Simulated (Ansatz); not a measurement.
# AgF (model cell, started as NiAs type) under biaxial strain, part 2 of 3

How do the modes of AgF (model cell, started as NiAs type) change when it is clamped to substrates of other lattice constants?

Ansatz 0.2.0; DFT PBEsol, scalar-relativistic, plane waves, PAW.

So far. Step 4 (Relaxing to small forces for the phonons): The forces vanish by symmetry and the pressure is -0.001 GPa, within the tolerances set. The cell now holds 13.71 Å³/atom.

The structure was built from a prototype and need not be the compound's stable phase.

### Step 5. Modes under strain, biaxial strain 0 %

The zone-centre modes at this strain show which mode softens. No field response is asked, since the mesh shows no gap.

File input.yaml:

```yaml
crystal:
  lattice:
    - [3.0373942977, 2.5774e-06, 0.0]
    - [-1.5186993809, 2.6304593345, 0.0]
    - [0.0, 0.0, 6.8643533922]
  atoms:
    - { symbol: Ag, position: [0.0, 0.0, 0.0] }
    - { symbol: Ag, position: [0.0, 0.0, 0.5] }
    - { symbol: F, position: [0.3333333333, 0.6666666667, 0.25] }
    - { symbol: F, position: [0.6666666667, 0.3333333333, 0.75] }
kpoints:
  mp_grid: { grid: [15, 15, 6] }
hamiltonian:
  xc: pbesol
scf:
  occupations: { method: methfessel_paxton, width: 0.15 }
output:
  eigenvalues: true
phonons:
  method: dfpt
```

Launch:

```console
$ ansatz run input.yaml --threads 8 --pin off --max-ram 14336MiB --backend cpu --events-out ev --progress --plain --runs-dir out
```

Numbers of over 12 decimals in the logs are rounded to 6 here.

What it wrote:

```text
[...]
Crystal: 4 atoms, lattice volume = 54.844 Å³
Basis set: ecut = 420 eV, 1079 PW (Γ), exchange–correlation on 48×48×96 points (8 copies of the dense FFT grid, shifted against one another)
Bands: 32, of which v1, the nominal top of the filled ones, is band 26 counted from 1 (25 counted from 0)
Symmetry: 24 space group operations
k-points: 368 of 1350 (irreducible under 2 space group operations, time reversal used)
[...]
SCF iter   1: F=—  HF=-16643.178295 eV  |F-HF|=—  |Δ(HF+E_count)|=         —  Δρ=1.76e-2  dr2=1.19e-1  ethr=1.77e-3  ⟨swp⟩=5.0  Hψ=40368  notcnv=0
[...]
SCF iter   8: F=-16643.146982 eV  HF=-16643.146982 eV  |F-HF|=0.00e0  |Δ(HF+E_count)|=  7.28e-12  S|Δr|=    0.00e0  Δρ=6.81e-8  dr2=7.74e-13  ethr=1.00e-12  ⟨swp⟩=9.2  Hψ=55610  notcnv=0
SCF 1 converged in 8 iterations: F = -16643.146982 eV  dr2 = 7.74e-13
[...]
DFPT response loops at Γ: preconditioner auto → Kerker (q_TF=auto, 2.704 Å⁻¹) (partly filled bands, converged f_vac=0.031); β = 1.00, the filter's whole step (`scf.mixing.beta` (0.50) is not read by the response loops under this deck's `scf.mixing.preconditioner`; to damp them name `kerker` or `kerker_dos`, under which they read `scf.mixing.beta`, and type it under 1.00, their step now; both keys bind the ground state too); Broyden in place of MSR1
SCF converged after 8 iterations
[...]
Free energy (F): -16643.146982 eV
[...]
Internal energy: -16643.150066 eV  (E = F + TS)
E sigma→0 (E₀):  -16643.147753 eV
Entropy (-TS):   0.003085 eV (0.771 meV/atom)
Fermi energy:    10.283809 eV
[...]
--- Band table (eV; the first three rows and the last of 368) ---
  k-point 0: bands = [... 22 lower, 9.0148, 9.0148, 9.7528, 9.7528, 9.7532, 14.2024, 15.7942, 22.9785, ... 2 higher]
  k-point 1: bands = [... 22 lower, 9.0567, 9.0567, 9.7050, 9.7050, 9.9831, 13.5344, 16.5352, 22.1018, ... 2 higher]
  k-point 2: bands = [... 22 lower, 9.1869, 9.1869, 9.5705, 9.5705, 10.6036, 12.4868, 17.8053, 20.6640, ... 2 higher]
  k-point 367: bands = [... 22 lower, 9.3974, 9.4986, 9.5799, 10.0822, 14.3596, 15.4178, 19.9273, 20.3682, ... 2 higher]
--- Phonons (Γ-DFPT): 4 representative perturbations + reference, on 368 of 1350 k-points (Σ response iterations 14) ---
  k mesh reduced under 2 symmetry operations, with k and −k counted as one. Each operation leaves every solved perturbation unchanged. A smaller set is not used because it would not reduce the number of displacements times k-points to solve
  ASR residual: 4.652e-5 → 0.000e0 eV/Å²; symmetrization residual: 1.321e-4 eV/Å²
  ASR residual per site (eV/Å²): 2.10e-5 2.10e-5 4.65e-5 4.65e-5
  Γ frequencies (cm⁻¹): -27.17 -27.17 0.00 0.00 0.00 40.40 40.40 115.80 115.80 164.11 258.14 313.61
  non-analytic LO–TO correction: not included (Born effective charges unavailable; polar crystals: no LO–TO splitting at Γ)
```

Run time: 2.5 min. Hardware: 8 threads of Arm Neoverse N1, shared host; peak memory 1.9 GiB; 8.8 min of CPU time.

This step gave:

```yaml
sum_rule_residual_before_enforcement: 4.65e-5 eV/Å²
point_group: 6/mmm
highest_optical_mode_at_the_zone_centre_no_lo_to_term: 313.6 cm⁻¹
lowest_optical_zone_centre_mode: -27.17 cm⁻¹
```

Patterns of degenerate modes are one choice out of their space. The modes at Γ (shares of kinetic energy by element, %) (negative means imaginary):

| mode | frequency (cm⁻¹) | symmetry | Ag % | F % |
| --- | --- | --- | --- | --- |
| 1 | -27.2 | E2g | 0 | 100 |
| 2 | -27.2 | E2g | 0 | 100 |
| 3 | 0.0 | acoustic | 85 | 15 |
| 4 | 0.0 | acoustic | 85 | 15 |
| 5 | 0.0 | acoustic | 85 | 15 |
| 6 | 40.4 | E2u | 100 | 0 |
| 7 | 40.4 | E2u | 100 | 0 |
| 8 | 115.8 | E1u | 15 | 85 |
| 9 | 115.8 | E1u | 15 | 85 |
| 10 | 164.1 | B2u | 100 | 0 |
| 11 | 258.1 | A2u | 15 | 85 |
| 12 | 313.6 | B1g | 0 | 100 |

Displacements in mode 2 (-27.2 cm⁻¹), the largest set to 1:
```
Ag1  0.00  0.00  0.00
Ag2  0.00  0.00  0.00
F3  -0.15 -1.00  0.00
F4   0.15  1.00  0.00
```

Displacements in mode 12 (313.6 cm⁻¹), the largest set to 1:
```
Ag1  0.00  0.00  0.00
Ag2  0.00  0.00  0.00
F3   0.00  0.00 -1.00
F4   0.00  0.00  1.00
```

At this strain the lowest optical mode is imaginary, 27.2i cm⁻¹, so the energy falls along it, and the highest optical one lies at 314 cm⁻¹.

### Step 6. Relaxing under biaxial strain, biaxial strain -4 %

The plane of a and b is compressed by 4 % and clamped, as on a substrate, and the third edge and the atoms relax.

Changes to input.yaml since step 5:

```diff
@@ -2,4 +2,4 @@
   lattice:
-    - [3.0373942977, 2.5774e-06, 0.0]
-    - [-1.5186993809, 2.6304593345, 0.0]
+    - [2.9158985258, 2.4743e-06, 0.0]
+    - [-1.4579514057, 2.5252409611, 0.0]
     - [0.0, 0.0, 6.8643533922]
@@ -17,4 +17,9 @@
 output:
+  forces: true
+  stress: true
   eigenvalues: true
-phonons:
-  method: dfpt
+relax:
+  adjacent_minimum: "off"
+  f_tol: 0.001
+  max_steps: 60
+  cell: { stress_tol: 0.02, fix: [a, b, gamma] }
```

What it wrote:

```text
[...]
Crystal: 4 atoms, lattice volume = 50.545 Å³
Basis set: ecut = 420 eV, 971 PW (Γ), exchange–correlation on 40×40×96 points (8 copies of the dense FFT grid, shifted against one another)
Bands: 32, of which v1, the nominal top of the filled ones, is band 26 counted from 1 (25 counted from 0)
Symmetry: 24 space group operations
[...]
k-points: 108 of 1350
[...]
--- Relaxed structure (5 steps of the walk, 5 accepted, 2 SCFs on fresh bases) ---
[...]
cell:  # Å, volume = 52.2821 Å³
    - [2.915899, 2.4742961569547114e-6, 0.0]
    - [-1.457951, 2.525241, 0.0]
    - [0.0, 0.0, 7.100309]
  atoms:
    - { symbol: Ag, position: [0, 0, 0] }
    - { symbol: Ag, position: [0, 0, 0.5] }
    - { symbol: F, position: [0.333333, 0.666667, 0.25] }
    - { symbol: F, position: [0.666667, 0.333333, 0.750000] }
[key lines of the parts left out:]
SCF converged after 7 iterations
Free energy (F): -16643.106480 eV
Fermi energy:    10.997257 eV
P = ⅓ Tr σ = 2.3179 GPa (23.179 kbar)
```

Elapsed: 40 s, on 8 threads; peak memory 0.51 GiB; 1.9 min of CPU time.

The steps of the relaxation:

```
step  energy less that of the first step (eV)  largest force component (eV/Å)  pressure (GPa)  volume (Å³)
   1                                   0.0000                          0.0000            7.59        50.54
   2                                  -0.0383                          0.0000            2.22        52.22
   3                                  -0.0384                          0.0000            2.32        52.19
  4*                                  -0.0455                          0.0000            2.57        52.19
   5                                  -0.0454                          0.0000            2.32        52.28
   6                                  -0.0454                          0.0000            2.31        52.28
  7*                                  -0.0456                          0.0000            2.32        52.28
```

Relaxation steps marked * repeat the geometry before them on a plane-wave basis chosen anew for their cell, so energy and pressure can jump there.

Forces are held to the 24 operations that the run works with; a distortion that breaks them can't arise in this run.

```
conventional cell, symmetrised  before  after  change
                         a (Å)   2.916  2.916  -0.0 %
                         b (Å)   2.916  2.916  -0.0 %
                         c (Å)   6.864  7.100  +3.4 %
              volume (Å³/atom)   12.64  13.07  +3.4 %
```

The clamped plane carries a mean stress of 3.47 GPa, while the normal stress is relaxed to 0.01 GPa.

### Step 7. Modes under strain, biaxial strain -4 %

The zone-centre modes at this strain show which mode softens. No field response is asked, since the mesh shows no gap.

input.yaml, the sections that differ from step 6:

```yaml
crystal:
  lattice:
    - [2.9158985258, 2.4743e-06, 0.0]
    - [-1.4579514057, 2.5252409611, 0.0]
    - [0.0, 0.0, 7.1003086125]
  atoms:
    - { symbol: Ag, position: [0.0, 0.0, 0.0] }
    - { symbol: Ag, position: [0.0, 0.0, 0.5] }
    - { symbol: F, position: [0.3333333333, 0.6666666667, 0.25] }
    - { symbol: F, position: [0.6666666667, 0.3333333333, 0.75] }
output:
  eigenvalues: true
phonons:
  method: dfpt
# kpoints, hamiltonian, scf: as in step 6
# relax: removed
```

What it wrote:

```text
[...]
Crystal: 4 atoms, lattice volume = 52.282 Å³
Basis set: ecut = 420 eV, 1019 PW (Γ), exchange–correlation on 40×40×96 points (8 copies of the dense FFT grid, shifted against one another)
Bands: 32, of which v1, the nominal top of the filled ones, is band 26 counted from 1 (25 counted from 0)
Symmetry: 24 space group operations
k-points: 368 of 1350 (irreducible under 2 space group operations, time reversal used)
[...]
k-point 1: bands = [... 22 lower, 9.7747, 9.7747, 10.3985, 10.3985, 10.8035, 14.1869, 17.4590, 22.4912, ... 2 higher]
  k-point 2: bands = [... 22 lower, 9.9137, 9.9137, 10.2761, 10.2761, 11.3955, 13.2133, 18.6065, 21.2288, ... 2 higher]
  k-point 367: bands = [... 22 lower, 10.0818, 10.3272, 10.3400, 10.7783, 15.2173, 16.0588, 21.4998, 21.7092, ... 2 higher]
[...]
ASR residual: 5.137e-5 → 0.000e0 eV/Å²; symmetrization residual: 1.117e-4 eV/Å²
  ASR residual per site (eV/Å²): 2.76e-5 2.76e-5 5.14e-5 5.14e-5
[...]
[key lines of the parts left out:]
SCF converged after 8 iterations
Free energy (F): -16643.106480 eV
Fermi energy:    10.997256 eV
```

Wall time 2.3 min (8 threads); peak memory 1.8 GiB.

Patterns of degenerate modes are one choice out of their space. Modes at Γ, with each element's share of the kinetic energy (negative means imaginary):

```csv
mode,frequency (cm⁻¹),symmetry,Ag %,F %
1,-39.5,E2g,0,100
2,-39.5,E2g,0,100
3,0.0,acoustic,85,15
4,0.0,acoustic,85,15
5,0.0,acoustic,85,15
6,34.4,E2u,100,0
7,34.4,E2u,100,0
8,94.6,E1u,15,85
9,94.6,E1u,15,85
10,174.5,B2u,100,0
11,278.4,A2u,15,85
12,337.9,B1g,0,100
```

At this strain the lowest optical mode is imaginary, 39.5i cm⁻¹, so the energy falls along it, and the highest optical one lies at 338 cm⁻¹.

Between step 5 and this run (biaxial strain -4 %) the value for the lowest optical zone-centre mode moves from -27.2 cm⁻¹ to -39.5 cm⁻¹.

### Step 8. Relaxing under biaxial strain, biaxial strain -2 %

The plane of a and b is compressed by 2 % and clamped, as on a substrate, and the third edge and the atoms relax.

Changes to input.yaml since step 7:

```diff
@@ -2,5 +2,5 @@
   lattice:
-    - [2.9158985258, 2.4743e-06, 0.0]
-    - [-1.4579514057, 2.5252409611, 0.0]
-    - [0.0, 0.0, 7.1003086125]
+    - [2.9766464118, 2.5258e-06, 0.0]
+    - [-1.4883253933, 2.5778501478, 0.0]
+    - [0.0, 0.0, 6.8643533922]
   atoms:
@@ -17,4 +17,9 @@
 output:
+  forces: true
+  stress: true
   eigenvalues: true
-phonons:
-  method: dfpt
+relax:
+  adjacent_minimum: "off"
+  f_tol: 0.001
+  max_steps: 60
+  cell: { stress_tol: 0.02, fix: [a, b, gamma] }
```

What it wrote:

```text
[...]
Crystal: 4 atoms, lattice volume = 52.673 Å³
Basis set: ecut = 420 eV, 1031 PW (Γ), exchange–correlation on 40×40×96 points (8 copies of the dense FFT grid, shifted against one another)
Bands: 32, of which v1, the nominal top of the filled ones, is band 26 counted from 1 (25 counted from 0)
Symmetry: 24 space group operations
[...]
k-points: 108 of 1350
[...]
--- Relaxed structure (4 steps of the walk, 4 accepted, 2 SCFs on fresh bases) ---
[...]
cell:  # Å, volume = 53.6157 Å³
    - [2.976646, 2.5257959790197832e-6, 0.0]
    - [-1.488325, 2.577850, 0.0]
    - [0.0, 0.0, 6.987259]
  atoms:
    - { symbol: Ag, position: [0, 0, 0] }
    - { symbol: Ag, position: [0, 0, 0.500000] }
    - { symbol: F, position: [0.333333, 0.666667, 0.250000] }
    - { symbol: F, position: [0.666667, 0.333333, 0.75] }
[key lines of the parts left out:]
SCF converged after 6 iterations
Free energy (F): -16643.138455 eV
Fermi energy:    10.616136 eV
P = ⅓ Tr σ = 0.9141 GPa (9.141 kbar)
```

The job ended after 33 s (8 threads; peak memory 0.52 GiB; 1.7 min of CPU time).

Step by step:

| step | energy less that of the first step (eV) | largest force component (eV/Å) | pressure (GPa) | volume (Å³) |
| --- | --- | --- | --- | --- |
| 1 | 0.0000 | 0.0000 | 3.35 | 52.67 |
| 2 | -0.0080 | 0.0000 | 0.86 | 53.59 |
| 3 | -0.0081 | 0.0000 | 0.91 | 53.57 |
| 4* | -0.0113 | 0.0000 | 1.03 | 53.57 |
| 5 | -0.0112 | 0.0000 | 0.91 | 53.62 |
| 6* | -0.0113 | 0.0000 | 0.91 | 53.62 |

Relaxation steps marked * repeat the geometry before them on a plane-wave basis chosen anew for their cell, so energy and pressure can jump there.

Forces are held to the 24 operations that the run works with; a distortion that breaks them can't arise in this run.

| conventional cell, symmetrised | before | after | change |
| --- | --- | --- | --- |
| a (Å) | 2.977 | 2.977 | +0.0 % |
| b (Å) | 2.977 | 2.977 | +0.0 % |
| c (Å) | 6.864 | 6.987 | +1.8 % |
| volume (Å³/atom) | 13.17 | 13.40 | +1.8 % |

The clamped plane carries a mean stress of 1.36 GPa, while the normal stress is relaxed to 0.01 GPa.

### Step 9. Modes under strain, biaxial strain -2 %

The zone-centre modes at this strain show which mode softens. No field response is asked, since the mesh shows no gap.

input.yaml, the sections that differ from step 8:

```yaml
crystal:
  lattice:
    - [2.9766464118, 2.5258e-06, 0.0]
    - [-1.4883253933, 2.5778501478, 0.0]
    - [0.0, 0.0, 6.9872588985]
  atoms:
    - { symbol: Ag, position: [0.0, 0.0, 0.0] }
    - { symbol: Ag, position: [0.0, 0.0, 0.5] }
    - { symbol: F, position: [0.3333333333, 0.6666666667, 0.25] }
    - { symbol: F, position: [0.6666666667, 0.3333333333, 0.75] }
output:
  eigenvalues: true
phonons:
  method: dfpt
# kpoints, hamiltonian, scf: as in step 8
# relax: removed
```

What it wrote:

```text
[...]
Crystal: 4 atoms, lattice volume = 53.616 Å³
Basis set: ecut = 420 eV, 1031 PW (Γ), exchange–correlation on 40×40×96 points (8 copies of the dense FFT grid, shifted against one another)
Bands: 32, of which v1, the nominal top of the filled ones, is band 26 counted from 1 (25 counted from 0)
Symmetry: 24 space group operations
k-points: 368 of 1350 (irreducible under 2 space group operations, time reversal used)
[...]
k-point 1: bands = [... 22 lower, 9.3885, 9.3885, 10.0214, 10.0214, 10.3692, 13.8274, 16.9609, 22.2531, ... 2 higher]
  k-point 2: bands = [... 22 lower, 9.5223, 9.5223, 9.8935, 9.8935, 10.9730, 12.8198, 18.1658, 20.9030, ... 2 higher]
  k-point 367: bands = [... 22 lower, 9.7233, 9.8887, 9.9260, 10.4058, 14.7599, 15.7001, 20.6720, 21.0028, ... 2 higher]
[...]
ASR residual: 3.223e-5 → 0.000e0 eV/Å²; symmetrization residual: 1.215e-4 eV/Å²
  ASR residual per site (eV/Å²): 3.22e-5 3.22e-5 3.18e-5 3.18e-5
[...]
[key lines of the parts left out:]
SCF converged after 8 iterations
Free energy (F): -16643.138455 eV
Fermi energy:    10.616136 eV
```

Wall time 2.3 min (8 threads); peak memory 1.9 GiB.

Patterns of degenerate modes are one choice out of their space. Modes at Γ, with each element's share of the kinetic energy (negative means imaginary):

```csv
mode,frequency (cm⁻¹),symmetry,Ag %,F %
1,-36.2,E2g,0,100
2,-36.2,E2g,0,100
3,0.0,acoustic,85,15
4,0.0,acoustic,85,15
5,0.0,acoustic,85,15
6,37.3,E2u,100,0
7,37.3,E2u,100,0
8,105.0,E1u,15,85
9,105.0,E1u,15,85
10,169.5,B2u,100,0
11,268.2,A2u,15,85
12,325.7,B1g,0,100
```

At this strain the lowest optical mode is imaginary, 36.2i cm⁻¹, so the energy falls along it, and the highest optical one lies at 326 cm⁻¹.

For the lowest optical zone-centre mode, step 5 gave -27.2 cm⁻¹; this run, with biaxial strain -2 %, gives -36.2 cm⁻¹.

### Step 10. Relaxing under biaxial strain, biaxial strain 2 %

The plane of a and b is stretched by 2 % and clamped, as on a substrate, and the third edge and the atoms relax.

Changes to input.yaml since step 9:

```diff
@@ -2,5 +2,5 @@
   lattice:
-    - [2.9766464118, 2.5258e-06, 0.0]
-    - [-1.4883253933, 2.5778501478, 0.0]
-    - [0.0, 0.0, 6.9872588985]
+    - [3.0981421837, 2.6289e-06, 0.0]
+    - [-1.5490733685, 2.6830685212, 0.0]
+    - [0.0, 0.0, 6.8643533922]
   atoms:
@@ -17,4 +17,13 @@
 output:
+  forces: true
+  stress: true
   eigenvalues: true
-phonons:
-  method: dfpt
+  write_density: true
+  write_potential: true
+  elf: true
+  volumetric_format: npy
+relax:
+  adjacent_minimum: "off"
+  f_tol: 0.001
+  max_steps: 60
+  cell: { stress_tol: 0.02, fix: [a, b, gamma] }
```

What it wrote:

```text
[...]
Crystal: 4 atoms, lattice volume = 57.060 Å³
Basis set: ecut = 420 eV, 1115 PW (Γ), exchange–correlation on 48×48×96 points (8 copies of the dense FFT grid, shifted against one another)
Bands: 32, of which v1, the nominal top of the filled ones, is band 26 counted from 1 (25 counted from 0)
Symmetry: 24 space group operations
[...]
k-points: 108 of 1350
[...]
--- Relaxed structure (4 steps of the walk, 4 accepted, 2 SCFs on fresh bases) ---
[...]
cell:  # Å, volume = 55.9432 Å³
    - [3.098142, 2.628874490294115e-6, 0]
    - [-1.549073, 2.683069, 0]
    - [0, 0, 6.729983]
  atoms:
    - { symbol: Ag, position: [0, 0, 0] }
    - { symbol: Ag, position: [0, 0, 0.500000] }
    - { symbol: F, position: [0.333333, 0.666667, 0.250000] }
    - { symbol: F, position: [0.666667, 0.333333, 0.750000] }
[key lines of the parts left out:]
SCF converged after 6 iterations
Free energy (F): -16643.141041 eV
Fermi energy:    10.002577 eV
P = ⅓ Tr σ = -0.5316 GPa (-5.316 kbar)
```

It took 36 s on 8 threads; peak memory 0.53 GiB.

Relaxation path:

```csv
step,energy less that of the first step (eV),largest force component (eV/Å),pressure (GPa),volume (Å³)
1,0.0000,0.0000,-2.65,57.06
2,-0.0139,0.0000,-0.50,55.98
3,-0.0138,0.0000,-0.54,55.99
4*,-0.0112,0.0000,-0.63,55.99
5,-0.0114,0.0000,-0.53,55.94
6*,-0.0112,0.0000,-0.53,55.94
```

Relaxation steps marked * repeat the geometry before them on a plane-wave basis chosen anew for their cell, so energy and pressure can jump there.

The run keeps the 24 symmetry operations that it works with, so distortions that break them were not tested.

```
conventional cell, symmetrised  before  after  change
                         a (Å)   3.098  3.098  +0.0 %
                         b (Å)   3.098  3.098  +0.0 %
                         c (Å)   6.864  6.730  -2.0 %
              volume (Å³/atom)   14.27  13.99  -2.0 %
```

Final coordinates:

```cif
data_structure
_symmetry_space_group_name_H-M 'P 1'
_symmetry_Int_Tables_number 1
_cell_length_a 3.0981
_cell_length_b 3.0981
_cell_length_c 6.7300
_cell_angle_alpha 90.000
_cell_angle_beta 90.000
_cell_angle_gamma 120.000
_cell_volume 55.94
loop_
_atom_site_label
_atom_site_type_symbol
_atom_site_fract_x
_atom_site_fract_y
_atom_site_fract_z
_atom_site_occupancy
Ag1 Ag 0.00000 0.00000 0.00000 1
Ag2 Ag 0.00000 0.00000 0.50000 1
F3 F 0.33333 0.66667 0.25000 1
F4 F 0.66667 0.33333 0.75000 1
```

The clamped plane carries a mean stress of -0.79 GPa, while the normal stress is relaxed to -0.01 GPa.

[end of part 2 of 3]

[Logs are printed without paths, hosts, clocks, repeated set-up lines and the standing remarks that a program may print on its own settings, such as how far it seeks lower states.]

[Hosts, paths, dates, database ids (printed as entryN), source tags and the programs' standing remarks are cut or masked in the printed files.]
